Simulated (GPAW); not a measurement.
# Li/Ag(111): work function by functional and basis, part 3 of 3

Aim: the work function of both faces of Li/Ag(111), and its spread over functionals and bases.

GPAW 26.7.0; GPAW, PAW setups; slab in vacuum, relaxation (the session's first sound run).

So far, upper work function (eV): step 2 (relaxation, PBE, GPAW) 3.58; step 5 (self-consistent run: xc = "LDA") 3.67; step 6 (self-consistent run: xc = "RPBE") 3.54; step 7 (self-consistent run: xc = "revPBE") 3.53; step 8 (OptPBE vdW: xc = "optPBE-vdW", GPAW, PAW setups, GPAW) 3.67.

## (9) Real-space grid: mode = "fd"

A real-space grid is a second complete basis, so it checks the plane-wave result.

The input, run.py:

```python
import json
import numpy as np
from ase import Atoms
from gpaw import GPAW

slab = Atoms(
    ['Ag', 'Ag', 'Ag', 'Ag', 'Li'],
    positions=[
        [0.00000, 0.00000, 7.00000],
        [1.44603, 0.83487, 9.36136],
        [2.89207, 1.66974, 11.76200],
        [-0.00000, 0.00000, 14.19918],
        [1.44603, 0.83487, 16.32796]],
    cell=[[2.89207, 0.0, 0.0], [1.44603, 2.5046, 0.0], [0.0, 0.0, 23.41407]],
    pbc=[True, True, False])

slab.calc = GPAW(mode='fd', h=0.18, xc='PBE', kpts={'size': (12, 12, 1), 'gamma': True},
                 occupations={'name': 'fermi-dirac', 'width': 0.1}, nbands='300%',
                 convergence={'density': 1e-05}, maxiter=200,
                 poissonsolver={'dipolelayer': 'xy'},
                 symmetry={'tolerance': 1e-3}, txt='slab.txt')
result = {}
energy = slab.get_potential_energy()
fermi = slab.calc.get_fermi_level()
v = slab.calc.get_electrostatic_potential().mean((0, 1)) - fermi
n = slab.calc.get_pseudo_density().mean((0, 1))
L = slab.cell[2, 2]
z = np.arange(len(v)) * L / len(v)
low, high = slab.positions[:, 2].min(), slab.positions[:, 2].max()
below, above = np.interp([low - 4.8, high + 4.8], z, v)
slopes = [np.interp(x, z, np.gradient(v, z)) for x in (low - 4.8, high + 4.8)]
eps = np.array([[slab.calc.get_eigenvalues(k, s) for k in range(len(slab.calc.get_ibz_k_points()))]
                for s in range(slab.calc.get_number_of_spins())]) - fermi
top, bottom = eps[eps < 0].max(), eps[eps > 0].min()
dipole = slab.get_dipole_moment()[2]
print(f'energy {energy:.4f} eV, Fermi level {fermi:.4f} eV, dipole {dipole:.5f} e A')
print(f'potential 4.8 A off the faces, from the Fermi level: lower {below:.4f} eV, upper {above:.4f} eV')
print(f'slope of the potential there: lower {slopes[0]:.5f}, upper {slopes[1]:.5f} eV/A')
print(f'nearest levels on the mesh: {top:.4f} and {bottom:.4f} eV')
print('magnetic moment', round(slab.get_magnetic_moment(), 3))
result.update(energy=energy, fermi=fermi, dipole=dipole, below=below, above=above, slopes=slopes, edges=[top, bottom],
              z=z.tolist(), v=v.tolist(), n=n.tolist(), positions=slab.positions.tolist(),
              forces=slab.get_forces(apply_constraint=False).tolist(), moments=slab.get_magnetic_moments().tolist())
json.dump(result, open('result.json', 'w'))
```

Run with:

```console
> OMP_NUM_THREADS=1 OPENBLAS_NUM_THREADS=1 python run.py
```

The log of the run:

```text
energy -13.3407 eV, Fermi level -4.0271 eV, dipole 0.03572 e A
potential 4.8 A off the faces, from the Fermi level: lower 4.4725 eV, upper 3.5800 eV
slope of the potential there: lower -0.00064, upper 0.00334 eV/A
nearest levels on the mesh: -0.0636 and 0.0056 eV
magnetic moment 0.0
```

It took 14 min on 1 thread of Arm Neoverse V1, shared host; peak memory 0.93 GiB.

Numbers from this step:

| Quantity | Value |
| --- | --- |
| dipole along the normal | 0.03572 e·Å |
| levels nearest the Fermi level on the mesh | -0.06365, 0.005560 eV from the Fermi level |
| upper work function | 3.580 eV |
| lower work function | 4.473 eV |

The upper face's work function is 3.580 eV, against 3.582 eV in the first plane-wave PBE run at this geometry.

## (10) Atomic orbitals: mode = "lcao"

Atom-centred orbitals end a few angstrom from the surface, which tests how much the density's tail matters.

run.py, as its differences from that of step 9:

```diff
@@ -16,4 +16,4 @@
 
-slab.calc = GPAW(mode='fd', h=0.18, xc='PBE', kpts={'size': (12, 12, 1), 'gamma': True},
-                 occupations={'name': 'fermi-dirac', 'width': 0.1}, nbands='300%',
+slab.calc = GPAW(mode='lcao', basis='dzp', h=0.18, xc='PBE', kpts={'size': (12, 12, 1), 'gamma': True},
+                 occupations={'name': 'fermi-dirac', 'width': 0.1}, nbands='120%',
                  convergence={'density': 1e-05}, maxiter=200,
```

The log of the run:

```text
energy -11.4293 eV, Fermi level -3.9261 eV, dipole 0.04169 e A
potential 4.8 A off the faces, from the Fermi level: lower 4.4459 eV, upper 3.4058 eV
slope of the potential there: lower -0.00114, upper 0.00001 eV/A
nearest levels on the mesh: -0.0088 and 0.0345 eV
magnetic moment 0.0
```

Elapsed: 12 min, on 1 thread; peak memory 0.3 GiB.

This step gave:

| Property | Result |
| --- | --- |
| dipole along the normal | 0.04169 e·Å |
| levels nearest the Fermi level on the mesh | -0.008754, 0.03454 eV from the Fermi level |
| upper work function | 3.406 eV |
| lower work function | 4.446 eV |

Electrostatic potential energy of an electron (without an applied field's), less the Fermi level, planar mean against z:

```
z (Å)  electrostatic potential energy of an electron (without an applied field's), less the Fermi level, planar mean (eV)
  0.0                                                                                                                3.93
  0.5                                                                                                                4.45
  1.0                                                                                                                4.45
  1.5                                                                                                                4.45
  2.0                                                                                                                4.45
  2.5                                                                                                                4.45
  3.0                                                                                                                4.44
  3.5                                                                                                                4.44
  4.0                                                                                                                4.42
  4.5                                                                                                                4.37
  5.0                                                                                                                4.17
  5.5                                                                                                                3.50
  6.0                                                                                                               0.912
  6.5                                                                                                               -8.92
  7.0                                                                                                               -20.7
  7.5                                                                                                               -8.97
  8.0                                                                                                               0.157
  8.5                                                                                                               -1.26
  9.0                                                                                                               -13.6
  9.5                                                                                                               -19.6
 10.0                                                                                                               -5.22
 10.5                                                                                                               0.882
 11.0                                                                                                               -2.50
 11.5                                                                                                               -16.4
 12.0                                                                                                               -17.1
 12.5                                                                                                               -2.94
 13.0                                                                                                                1.08
 13.5                                                                                                               -3.81
 14.0                                                                                                               -18.2
 14.5                                                                                                               -15.4
 15.0                                                                                                               -2.12
 15.5                                                                                                               0.460
 16.0                                                                                                               -2.59
 16.5                                                                                                               -4.07
 17.0                                                                                                              -0.725
 17.5                                                                                                                1.56
 18.0                                                                                                                2.67
 18.5                                                                                                                3.15
 19.0                                                                                                                3.33
 19.5                                                                                                                3.39
 20.0                                                                                                                3.40
 20.5                                                                                                                3.41
 21.0                                                                                                                3.41
 21.5                                                                                                                3.41
 22.0                                                                                                                3.41
 22.5                                                                                                                3.41
 23.0                                                                                                                3.41
```

The upper face's work function is 3.406 eV, against 3.582 eV in the first plane-wave PBE run at this geometry.

## (11) Cost and result by level

Times are for 1 thread of Arm Neoverse V1, shared host. The runs compared:

```
no.         run  upper work function (eV)  lower work function (eV)     time  memory (GiB)
  1          pw                     3.582                     4.475  3.9 min          0.27
  2     vdW DF2                     3.700                     4.860  4.5 min          0.39
  3         LDA                     3.666                     4.895  4.1 min          0.27
  4        RPBE                     3.537                     4.277    4 min          0.27
  5      revPBE                     3.534                     4.302    4 min          0.27
  6  optPBE vdW                     3.674                     4.654  4.2 min          0.39
  7          fd                     3.580                     4.473   14 min          0.93
  8        lcao                     3.406                     4.446   12 min           0.3
```

## (12) Side by side

Results and costs are gathered.

This step: comparison of work functions, dipole and cost (GPAW 26.7.0).

Ladder, by row:

```
      step  code  work function, upper (eV)  work function, lower (eV)  dipole (e Å)  wall time (s)  peak memory (GiB)  threads
        pw  GPAW                      3.582                      4.475       0.03572            236               0.27        1
   vdW-DF2  GPAW                        3.7                      4.859       0.04636          267.4               0.39        1
       LDA  GPAW                      3.666                      4.895       0.04918          246.4               0.27        1
      RPBE  GPAW                      3.537                      4.277       0.02958          238.7               0.27        1
    revPBE  GPAW                      3.534                      4.302       0.03074          237.9               0.27        1
optPBE-vdW  GPAW                      3.674                      4.654       0.03916          249.7               0.39        1
        fd  GPAW                       3.58                      4.473       0.03572          866.8               0.93        1
      lcao  GPAW                      3.406                      4.446       0.04169          696.8                0.3        1
```

## (13) What came out

| Property | Result |
| --- | --- |
| work function, upper and lower face | 3.582 and 4.475 eV |
| dipole along the normal | 0.0357 e Å |

In words: With plane waves and PBE the work function is 3.58 eV on the upper face and 4.47 eV on the lower. The two faces differ by 0.89 eV, the step that the slab's dipole makes (e p/(ε0 A) gives 0.89 eV), so the dipole layer is needed. Over the sound runs of the table the upper face's work function spans 3.406 (lcao) to 3.700 eV (vdW-DF2). Atomic orbitals miss the plane-wave value by -0.18 eV, since they describe the tail of the density in the vacuum poorly. The cell of 7.24 Å² holds one Li, started on one chosen site; other sites and coverages weren't tried. The in-plane lattice was kept as typed, which isn't the functional's own and leaves some strain; spin-orbit coupling and temperature are left out.

[Logs are printed without paths, hosts, clocks, repeated set-up lines and the standing remarks that a program may print on its own settings, such as how far it seeks lower states.]

[Hosts, paths, dates, database ids (printed as entryN), source tags and the programs' standing remarks are cut or masked in the printed files.]
